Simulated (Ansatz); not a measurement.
# La on Ti(0001): change of the work function, part 2 of 5

Wanted: Δφ(θ) for La/Ti(0001), starting from the top site.

Ansatz 0.2.0; plane-wave DFT, PBE, Ansatz PAW.

So far, work function, upper face (eV): step 2 (the clean slab) 4.37.

## Step 3: The covered slab, k-mesh 4×4×1, coverage 0.111 ML

System of this step: La/Ti(0001). The cell holds 37 atoms: 36 Ti and 1 La. Cell: a = 8.850 Å, b = 8.850 Å, c = 28.775 Å, α = 90.0°, β = 90.0°, γ = 60.0°. Vacuum lies along c.

The clean slab as it ended is repeated in the plane and the adsorbate is set on one face; the cell's size fixes the coverage, and the k-mesh shrinks with it to keep the sampling density about even. Adsorbate and upper layers relax, since the dipole depends on the height.

The input, input.yaml:

```yaml
crystal:
  lattice:
    - [8.8500000001, 0.0, 0.0]
    - [4.425, 7.6643248235, 0.0]
    - [0.0, 0.0, 28.7747788335]
  atoms:
    - { symbol: Ti, position: [0.2222222222, 0.2222222222, 0.312773907] }
    - { symbol: Ti, position: [0.0, 0.0, 0.3941750539] }
    - { symbol: Ti, position: [0.2222222222, 0.2222222222, 0.4779395189] }
    - { symbol: Ti, position: [0.0, 0.0, 0.5533067318] }
    - { symbol: Ti, position: [0.2222222222, 0.5555555556, 0.312773907] }
    - { symbol: Ti, position: [0.0, 0.3333333333, 0.3941750539] }
    - { symbol: Ti, position: [0.2222222222, 0.5555555556, 0.4779395189] }
    - { symbol: Ti, position: [0.0, 0.3333333333, 0.5533067318] }
    - { symbol: Ti, position: [0.2222222222, 0.8888888889, 0.312773907] }
    - { symbol: Ti, position: [0.0, 0.6666666667, 0.3941750539] }
    - { symbol: Ti, position: [0.2222222222, 0.8888888889, 0.4779395189] }
    - { symbol: Ti, position: [0.0, 0.6666666667, 0.5533067318] }
    - { symbol: Ti, position: [0.5555555556, 0.2222222222, 0.312773907] }
    - { symbol: Ti, position: [0.3333333333, 0.0, 0.3941750539] }
    - { symbol: Ti, position: [0.5555555556, 0.2222222222, 0.4779395189] }
    - { symbol: Ti, position: [0.3333333333, 0.0, 0.5533067318] }
    - { symbol: Ti, position: [0.5555555556, 0.5555555556, 0.312773907] }
    - { symbol: Ti, position: [0.3333333333, 0.3333333333, 0.3941750539] }
    - { symbol: Ti, position: [0.5555555556, 0.5555555556, 0.4779395189] }
    - { symbol: Ti, position: [0.3333333333, 0.3333333333, 0.5533067318] }
    - { symbol: Ti, position: [0.5555555556, 0.8888888889, 0.312773907] }
    - { symbol: Ti, position: [0.3333333333, 0.6666666667, 0.3941750539] }
    - { symbol: Ti, position: [0.5555555556, 0.8888888889, 0.4779395189] }
    - { symbol: Ti, position: [0.3333333333, 0.6666666667, 0.5533067318] }
    - { symbol: Ti, position: [0.8888888889, 0.2222222222, 0.312773907] }
    - { symbol: Ti, position: [0.6666666667, 0.0, 0.3941750539] }
    - { symbol: Ti, position: [0.8888888889, 0.2222222222, 0.4779395189] }
    - { symbol: Ti, position: [0.6666666667, 0.0, 0.5533067318] }
    - { symbol: Ti, position: [0.8888888889, 0.5555555556, 0.312773907] }
    - { symbol: Ti, position: [0.6666666667, 0.3333333333, 0.3941750539] }
    - { symbol: Ti, position: [0.8888888889, 0.5555555556, 0.4779395189] }
    - { symbol: Ti, position: [0.6666666667, 0.3333333333, 0.5533067318] }
    - { symbol: Ti, position: [0.8888888889, 0.8888888889, 0.312773907] }
    - { symbol: Ti, position: [0.6666666667, 0.6666666667, 0.3941750539] }
    - { symbol: Ti, position: [0.8888888889, 0.8888888889, 0.4779395189] }
    - { symbol: Ti, position: [0.6666666667, 0.6666666667, 0.5533067318] }
    - { symbol: La, position: [0.0, 0.0, 0.687226093] }
kpoints:
  mp_grid: { grid: [4, 4, 1] }
hamiltonian:
  xc: pbe
scf:
  occupations: { method: fermi_dirac, width: 0.1 }
  convergence: { dr2_threshold: 1.0e-08 }
efield:
  axis: 3
  dipole_correction: true
  ramp_position: 0.97
  ramp_width: 0.06
relax:
  f_tol: 0.02
  max_steps: 60
  constraints:
    - { sites: [0, 1, 4, 5, 8, 9, 12, 13, 16, 17, 20, 21, 24, 25, 28, 29, 32, 33] }
output:
  bader: true
  write_potential: true
  write_density: true
  volumetric_format: npy
```

Started as:

```
> ansatz run input.yaml --threads 4 --pin off --max-ram 12288MiB --backend cpu --events-out ev --progress --plain --runs-dir out
```

Numbers of over 12 decimals in the logs are rounded to 6 here.

What it wrote:

```text
[...]
Crystal: 37 atoms, lattice volume = 1951.772 Å³
Basis set: ecut = 420 eV, 38131 PW (Γ), exchange–correlation on 120×120×400 points (8 copies of the dense FFT grid, shifted against one another)
Bands: 266, of which v1, the nominal top of the filled ones, is band 222 counted from 1 (221 counted from 0)
Symmetry: 6 space group operations
[...]
k-points: 4 of 16 (time reversal used)
[...]
SCF iter   1: F=—  HF=-96220.528004 eV  |F-HF|=—  |Δ(HF+E_count)|=         —  Δρ=1.91e-2  dr2=7.20e1  ethr=1.77e-3  p=0.759 e·Å  D=7.04e-2 V/Å  ΔV_dip=-2.03 eV  dr2_dipole=3.99e1  V_vac-E_F(+/−)=2.12/4.15 eV  ⟨swp⟩=11.2  Hψ=5383  notcnv=0
[...]
SCF iter  17: F=-96220.162028 eV  HF=-96220.162028 eV  |F-HF|=5.33e-9  |Δ(HF+E_count)|=   5.15e-9  Δρ=3.87e-7  dr2=7.25e-9  ethr=2.26e-12  p=0.719 e·Å  D=6.67e-2 V/Å  ΔV_dip=-1.92 eV  dr2_dipole=8.20e-10  V_vac-E_F(+/−)=2.49/4.41 eV  ⟨swp⟩=17.2  Hψ=12703  notcnv=0
SCF 1 converged in 17 iterations: F = -96220.162028 eV  dr2 = 7.25e-9
[...]
relax step   1: F+E_penalty+E_count = -96220.16202844 eV  Δ(F+E_penalty+E_count) = +0.000e0 eV  max|allowed force component| = 2.086e0 eV/Å  Δτ_max = 0.0000 Å  (17 SCF iters, accepted)
[...]
SCF iter  12: F=-96220.639065 eV  HF=-96220.639065 eV  |F-HF|=1.22e-9  |Δ(HF+E_count)|=   1.10e-8  Δρ=2.64e-7  dr2=1.87e-9  ethr=2.26e-12  p=0.744 e·Å  D=6.90e-2 V/Å  ΔV_dip=-1.99 eV  dr2_dipole=3.36e-12  V_vac-E_F(+/−)=2.43/4.41 eV  ⟨swp⟩=12.0  Hψ=7262  notcnv=0
SCF 2 converged in 12 iterations: F = -96220.639065 eV  dr2 = 1.87e-9
[...]
relax step   2: F+E_penalty+E_count = -96220.63906451 eV  Δ(F+E_penalty+E_count) = -4.770e-1 eV  max|allowed force component| = 2.285e0 eV/Å  Δτ_max = 0.1948 Å  (12 SCF iters, accepted)
SCF iter   1: F=—  HF=-96221.143607 eV  |F-HF|=—  |Δ(HF+E_count)|=         —  Δρ=2.63e-3  dr2=7.38e-1  ethr=1.21e-3  p=0.744 e·Å  D=6.90e-2 V/Å  ΔV_dip=-1.99 eV  dr2_dipole=1.46e-2  V_vac-E_F(+/−)=2.43/4.41 eV  ⟨swp⟩=3.0  Hψ=1744  notcnv=0
[...]
SCF iter  11: F=-96221.114642 eV  HF=-96221.114642 eV  |F-HF|=4.60e-9  |Δ(HF+E_count)|=   2.31e-8  Δρ=3.47e-7  dr2=5.72e-9  ethr=2.26e-12  p=0.751 e·Å  D=6.97e-2 V/Å  ΔV_dip=-2.00 eV  dr2_dipole=1.09e-9  V_vac-E_F(+/−)=2.41/4.41 eV  ⟨swp⟩=17.2  Hψ=12043  notcnv=0
SCF 3 converged in 11 iterations: F = -96221.114642 eV  dr2 = 5.72e-9
relax step   3: F+E_penalty+E_count = -96221.11464236 eV  Δ(F+E_penalty+E_count) = -4.756e-1 eV  max|allowed force component| = 2.370e0 eV/Å  Δτ_max = 0.1948 Å  (11 SCF iters, accepted)
[...]
relax step   4: F+E_penalty+E_count = -96221.58621359 eV  Δ(F+E_penalty+E_count) = -4.716e-1 eV  max|allowed force component| = 2.332e0 eV/Å  Δτ_max = 0.1948 Å  (11 SCF iters, accepted)
[...]
relax step   5: F+E_penalty+E_count = -96222.06138868 eV  Δ(F+E_penalty+E_count) = -4.752e-1 eV  max|allowed force component| = 2.008e0 eV/Å  Δτ_max = 0.1979 Å  (11 SCF iters, accepted)
[...]
relax step   6: F+E_penalty+E_count = -96222.43868085 eV  Δ(F+E_penalty+E_count) = -3.773e-1 eV  max|allowed force component| = 1.520e0 eV/Å  Δτ_max = 0.1998 Å  (10 SCF iters, accepted)
[...]
relax step   7: F+E_penalty+E_count = -96222.70468978 eV  Δ(F+E_penalty+E_count) = -2.660e-1 eV  max|allowed force component| = 8.480e-1 eV/Å  Δτ_max = 0.1989 Å  (10 SCF iters, accepted)
[...]
relax step   8: F+E_penalty+E_count = -96222.85719470 eV  Δ(F+E_penalty+E_count) = -1.525e-1 eV  max|allowed force component| = 2.309e-1 eV/Å  Δτ_max = 0.1927 Å  (10 SCF iters, accepted)
[...]
relax step   9: F+E_penalty+E_count = -96222.88156987 eV  Δ(F+E_penalty+E_count) = -2.438e-2 eV  max|allowed force component| = 1.799e-1 eV/Å  Δτ_max = 0.0559 Å  (10 SCF iters, accepted)
SCF iter   1: F=—  HF=-96222.943258 eV  |F-HF|=—  |Δ(HF+E_count)|=         —  Δρ=3.26e-3  dr2=2.05e0  ethr=1.32e-3  p=0.554 e·Å  D=5.14e-2 V/Å  ΔV_dip=-1.48 eV  dr2_dipole=2.17e-1  V_vac-E_F(+/−)=2.94/4.42 eV  ⟨swp⟩=5.2  Hψ=1921  notcnv=0
[...]
SCF iter  10: F=-96222.895083 eV  HF=-96222.895083 eV  |F-HF|=1.88e-9  |Δ(HF+E_count)|=   2.84e-8  Δρ=2.39e-7  dr2=3.17e-9  ethr=2.26e-12  p=0.546 e·Å  D=5.06e-2 V/Å  ΔV_dip=-1.46 eV  dr2_dipole=3.93e-10  V_vac-E_F(+/−)=2.96/4.41 eV  ⟨swp⟩=21.5  Hψ=9647  notcnv=0
SCF 10 converged in 10 iterations: F = -96222.895083 eV  dr2 = 3.17e-9
relax step  10: F+E_penalty+E_count = -96222.89508319 eV  Δ(F+E_penalty+E_count) = -1.351e-2 eV  max|allowed force component| = 1.745e-2 eV/Å  Δτ_max = 0.0726 Å  (10 SCF iters, accepted)
NSCF: frozen V_eff on 4 k-points
[...]
WARN: The output density's exchange-correlation potential varies sharply where the density is thin. Do not read a vacuum level from v_tot or v_xc, or from such a field of the output density. On a cell that repeats whose density bears no net charge and no dipole along the vacuum's axis use v_es (v_loc + v_h of the components); under efield.dipole_correction with no amplitude use v_es + v_field, which holds any externa [...]
SCF converged after 10 iterations
Free energy (F): -96222.895083 eV
[...]
Internal energy: -96220.664007 eV  (E = F + TS)
E sigma→0 (E₀):  -96221.779545 eV
Entropy (-TS):   -2.231076 eV (-60.299 meV/atom)
Fermi energy:    2.186490 eV
Dipole field:    D = 0.050600 V/Å  (p = 0.545785 e·Å, saw-weighted, corrected)
Work function:   Φ+ = 2.9588 eV   Φ− = 4.4149 eV
[...]
--- Forces (eV/Å), atoms counted from 1 ---
  atom   1  Ti     0.00294607     0.00170092     0.61543651
  atom   2  Ti     0.00000000     0.00000000    -0.67424068
  atom   3  Ti     0.00131608     0.00075984     0.00793146
  atom   4  Ti    -0.00000000     0.00000000    -0.01072320
  atom   5  Ti     0.00000000    -0.00340183     0.61543651
  atom   6  Ti     0.10232910     0.03758415    -0.63465643
  atom   7  Ti     0.00000000    -0.00151967     0.00793146
  atom   8  Ti     0.00149417    -0.01488220    -0.00471879
  atom   9  Ti    -0.03106372     0.01793465     0.55344047
  atom  10  Ti     0.01861572    -0.10741167    -0.63465643
  atom  11  Ti    -0.00462119     0.00266805     0.01490456
  atom  12  Ti     0.01363545     0.00614711    -0.00471879
  atom  13  Ti    -0.00294607     0.00170092     0.61543651
  atom  14  Ti     0.08371338     0.06982753    -0.63465643
  atom  15  Ti    -0.00131608     0.00075984     0.00793146
  atom  16  Ti    -0.01214127     0.00873509    -0.00471879
  atom  17  Ti     0.01229206     0.00709682     0.61142722
  atom  18  Ti     0.00000000     0.00000000    -0.53274037
  atom  19  Ti     0.00220668     0.00127403     0.00955914
  atom  20  Ti    -0.00000000     0.00000000    -0.00368742
  atom  21  Ti     0.00000000    -0.01419365     0.61142722
  atom  22  Ti    -0.01861572    -0.10741167    -0.63465643
  atom  23  Ti     0.00000000    -0.00254805     0.00955914
  atom  24  Ti    -0.01363545     0.00614711    -0.00471879
  atom  25  Ti     0.00000000    -0.03586930     0.55344047
  atom  26  Ti    -0.08371338     0.06982753    -0.63465643
  atom  27  Ti     0.00000000    -0.00533610     0.01490456
  atom  28  Ti     0.01214127     0.00873509    -0.00471879
  atom  29  Ti    -0.01229206     0.00709682     0.61142722
  atom  30  Ti    -0.10232910     0.03758415    -0.63465643
  atom  31  Ti    -0.00220668     0.00127403     0.00955914
  atom  32  Ti    -0.00149417    -0.01488220    -0.00471879
  atom  33  Ti     0.03106372     0.01793465     0.55344047
  atom  34  Ti    -0.00000000     0.00000000    -0.36677335
  atom  35  Ti     0.00462119     0.00266805     0.01490456
  atom  36  Ti    -0.00000000     0.00000000    -0.01745322
  atom  37  La     0.00000000    -0.00000000     0.00380054
  max |Σ_I F_I| component: 2.90e-5 eV/Å
--- Band table (eV) ---
  k-point 0: bands = [... 218 lower, 2.1996, 2.2184, 2.2219, 2.2219, 2.2461, 2.2461, 2.2816, 2.2883, ... 40 higher]
  k-point 1: bands = [... 218 lower, 2.1409, 2.1473, 2.1540, 2.2091, 2.2325, 2.2363, 2.2675, 2.2971, ... 40 higher]
  k-point 2: bands = [... 218 lower, 2.1111, 2.1706, 2.1726, 2.1964, 2.1993, 2.2653, 2.2944, 2.2946, ... 40 higher]
  k-point 3: bands = [... 218 lower, 2.0926, 2.1240, 2.1585, 2.1898, 2.2205, 2.2314, 2.2500, 2.3147, ... 40 higher]
--- Relaxed structure (10 steps of the walk, 10 accepted, 0 SCFs on fresh bases) ---
  F+E_penalty+E_count = -96222.89508319 eV   max|allowed force component| = 1.745e-2 eV/Å
  atoms:
    - { symbol: Ti, position: [0.222222, 0.222222, 0.312773907] }
    - { symbol: Ti, position: [0, 0, 0.394175] }
    - { symbol: Ti, position: [0.219049, 0.219049, 0.478793] }
    - { symbol: Ti, position: [-1.9495332009762036e-19, 7.275756919085001e-19, 0.542833] }
    - { symbol: Ti, position: [0.222222, 0.555556, 0.312773907] }
    - { symbol: Ti, position: [0.0, 0.3333333333, 0.394175] }
    - { symbol: Ti, position: [0.219049, 0.561902, 0.478793] }
    - { symbol: Ti, position: [-0.00247896, 0.324731, 0.555448] }
    - { symbol: Ti, position: [0.222222, 0.888889, 0.312773907] }
    - { symbol: Ti, position: [0.0, 0.6666666667, 0.394175] }
    - { symbol: Ti, position: [0.233914, 0.883043, 0.474306] }
    - { symbol: Ti, position: [-0.00247896, 0.677748, 0.555448] }
    - { symbol: Ti, position: [0.555556, 0.2222222222, 0.312773907] }
    - { symbol: Ti, position: [0.333333, -1.6503315231684076e-17, 0.394175] }
    - { symbol: Ti, position: [0.561902, 0.219049, 0.478793] }
    - { symbol: Ti, position: [0.324731, -0.00247896, 0.555448] }
    - { symbol: Ti, position: [0.555556, 0.555556, 0.312773907] }
    - { symbol: Ti, position: [0.333333, 0.333333, 0.394175] }
    - { symbol: Ti, position: [0.554385, 0.554385, 0.479363] }
    - { symbol: Ti, position: [0.333333, 0.333333, 0.553286] }
    - { symbol: Ti, position: [0.555556, 0.888889, 0.312773907] }
    - { symbol: Ti, position: [0.333333, 0.6666666667, 0.394175] }
    - { symbol: Ti, position: [0.554385, 0.891230, 0.479363] }
    - { symbol: Ti, position: [0.324731, 0.677748, 0.555448] }
    - { symbol: Ti, position: [0.8888888889, 0.222222, 0.312773907] }
    - { symbol: Ti, position: [0.666667, -1.6503315231482128e-17, 0.394175] }
    - { symbol: Ti, position: [0.883043, 0.233914, 0.474306] }
    - { symbol: Ti, position: [0.677748, -0.00247896, 0.555448] }
    - { symbol: Ti, position: [0.888889, 0.555556, 0.312773907] }
    - { symbol: Ti, position: [0.6666666667, 0.3333333333, 0.394175] }
    - { symbol: Ti, position: [0.891230, 0.554385, 0.479363] }
    - { symbol: Ti, position: [0.677748, 0.324731, 0.555448] }
    - { symbol: Ti, position: [0.888889, 0.888889, 0.312773907] }
    - { symbol: Ti, position: [0.666667, 0.666667, 0.394175] }
    - { symbol: Ti, position: [0.883043, 0.883043, 0.474306] }
    - { symbol: Ti, position: [0.666667, 0.666667, 0.556025] }
    - { symbol: La, position: [-9.669235626807073e-19, 3.608607859248804e-18, 0.635281] }
--- Bader charges: 37 sites ---
  site symbol  charge [e]  shift [e]
     0     Ti     -0.0571     0.0000
     1     Ti      0.1407     0.0000
     2     Ti      0.1545     0.0000
     3     Ti     -0.5017     0.0004
     4     Ti     -0.0572     0.0000
     5     Ti      0.0466     0.0000
     6     Ti      0.1545     0.0000
     7     Ti     -0.1008     0.0000
     8     Ti     -0.0596     0.0000
     9     Ti      0.0474     0.0000
    10     Ti      0.0336     0.0000
    11     Ti     -0.1008     0.0000
    12     Ti     -0.0572     0.0000
    13     Ti      0.0466     0.0000
    14     Ti      0.1545     0.0000
    15     Ti     -0.1008     0.0000
    16     Ti     -0.0538     0.0000
    17     Ti      0.0375     0.0000
    18     Ti      0.1059     0.0000
    19     Ti     -0.1403     0.0000
    20     Ti     -0.0538     0.0000
    21     Ti      0.0458     0.0000
    22     Ti      0.1059     0.0000
    23     Ti     -0.1008     0.0000
    24     Ti     -0.0596     0.0000
    25     Ti      0.0475     0.0000
    26     Ti      0.0337     0.0000
    27     Ti     -0.1008     0.0000
    28     Ti     -0.0538     0.0000
    29     Ti      0.0457     0.0000
    30     Ti      0.1059     0.0000
    31     Ti     -0.1008     0.0000
    32     Ti     -0.0596     0.0000
    33     Ti      0.0521     0.0000
    34     Ti      0.0337     0.0000
    35     Ti     -0.2440     0.0000
    36     La      0.6106     0.0004
  estimated error of the sums over rays = 8.3e-4 e
```

Elapsed: 27 min, on 4 threads of Arm Neoverse V2, shared host; peak memory 8.5 GiB.

Relaxation path:

| step | energy less that of the first step (eV) | largest force component (eV/Å) |
| --- | --- | --- |
| 1 | 0.0000 | 2.0863 |
| 2 | -0.4770 | 2.2852 |
| 3 | -0.9526 | 2.3705 |
| 4 | -1.4242 | 2.3316 |
| 5 | -1.8994 | 2.0082 |
| 6 | -2.2767 | 1.5199 |
| 7 | -2.5427 | 0.8480 |
| 8 | -2.6952 | 0.2309 |
| 9 | -2.7195 | 0.1799 |
| 10 | -2.7331 | 0.0175 |

The run keeps the 6 symmetry operations that it works with, so distortions that break them were not tested.

The atoms that moved most (Å):

| atom | dx | dy | dz | length |
| --- | --- | --- | --- | --- |
| La37 | 0.000 | 0.000 | -1.495 | 1.495 |
| Ti4 | 0.000 | 0.000 | -0.301 | 0.301 |
| Ti11 | 0.078 | -0.045 | -0.105 | 0.138 |
| Ti35 | -0.078 | -0.045 | -0.105 | 0.138 |
| Ti27 | 0.000 | 0.090 | -0.105 | 0.138 |
| Ti32 | 0.060 | -0.066 | 0.062 | 0.108 |
| Ti12 | 0.027 | 0.085 | 0.062 | 0.108 |
| Ti8 | -0.060 | -0.066 | 0.062 | 0.108 |

Final coordinates:

```xyz
37
Lattice="8.8500 0.0000 0.0000 4.4250 7.6643 0.0000 0.0000 0.0000 28.7748" Properties=species:S:1:pos:R:3
Ti    2.9500    1.7032    9.0000
Ti    0.0000    0.0000   11.3423
Ti    2.9079    1.6789   13.7772
Ti    0.0000    0.0000   15.6199
Ti    4.4250    4.2580    9.0000
Ti    1.4750    2.5548   11.3423
Ti    4.4250    4.3066   13.7772
Ti    1.4150    2.4888   15.9829
Ti    5.9000    6.8127    9.0000
Ti    2.9500    5.1095   11.3423
Ti    5.9776    6.7679   13.6481
Ti    2.9771    5.1945   15.9829
Ti    5.9000    1.7032    9.0000
Ti    2.9500    0.0000   11.3423
Ti    5.9421    1.6789   13.7772
Ti    2.8629   -0.0190   15.9829
Ti    7.3750    4.2580    9.0000
Ti    4.4250    2.5548   11.3423
Ti    7.3595    4.2490   13.7936
Ti    4.4250    2.5548   15.9207
Ti    8.8500    6.8127    9.0000
Ti    5.9000    5.1095   11.3423
Ti    8.8500    6.8307   13.7936
Ti    5.8729    5.1945   15.9829
Ti    8.8500    1.7032    9.0000
Ti    5.9000    0.0000   11.3423
Ti    8.8500    1.7928   13.6481
Ti    5.9871   -0.0190   15.9829
Ti   10.3250    4.2580    9.0000
Ti    7.3750    2.5548   11.3423
Ti   10.3405    4.2490   13.7936
Ti    7.4350    2.4888   15.9829
Ti   11.8000    6.8127    9.0000
Ti    8.8500    5.1095   11.3423
Ti   11.7224    6.7679   13.6481
Ti    8.8500    5.1095   15.9995
La    0.0000    0.0000   18.2801
```

Numbers from this step:

| Quantity | Value |
| --- | --- |
| energy at zero smearing | -96221.7795 eV |
| work function, upper face | 2.959 eV |
| work function, lower face | 4.415 eV |
| dipole along the normal | 0.5458 e·Å |
| step between the vacuum levels | -1.456 eV |

Running mean over 2.342 Å of the planar mean; the ramp of the sawtooth is left out. Electron's electrostatic potential energy less the Fermi level against z:

| z (Å) | electron's electrostatic potential energy less the Fermi level (eV) |
| --- | --- |
| 4 | 4.41 |
| 5 | 4.40 |
| 6 | 4.23 |
| 7 | 2.88 |
| 8 | -3.13 |
| 9 | -6.74 |
| 10 | -6.59 |
| 11 | -6.58 |
| 12 | -6.44 |
| 13 | -6.37 |
| 14 | -6.91 |
| 15 | -7.43 |
| 16 | -6.70 |
| 17 | -3.52 |
| 18 | 0.770 |
| 19 | 1.63 |
| 20 | 2.54 |
| 21 | 2.90 |
| 22 | 2.95 |
| 23 | 2.96 |
| 24 | 2.96 |
| 25 | 2.96 |

The relaxation took 10 steps and lowered the energy by 2.7 eV; the largest force on the free atoms ends at 0.017 eV/Å.

The covered face has 2.96 eV, -1.41 eV against the clean one; the bare back face has moved by -0.01 eV, a measure of how thin the slab is.

(Continued in part 3 of 5.)

[Logs are printed without paths, hosts, clocks, repeated set-up lines and the standing remarks that a program may print on its own settings, such as how far it seeks lower states.]

[Hosts, paths, dates, database ids (printed as entryN), source tags and the programs' standing remarks are cut or masked in the printed files.]

[Maps of the electrostatic potential energy from Ansatz leave out the sawtooth potential of an applied field or a dipole correction, so their vacuum need not be flat; planar profiles and work functions include it.]
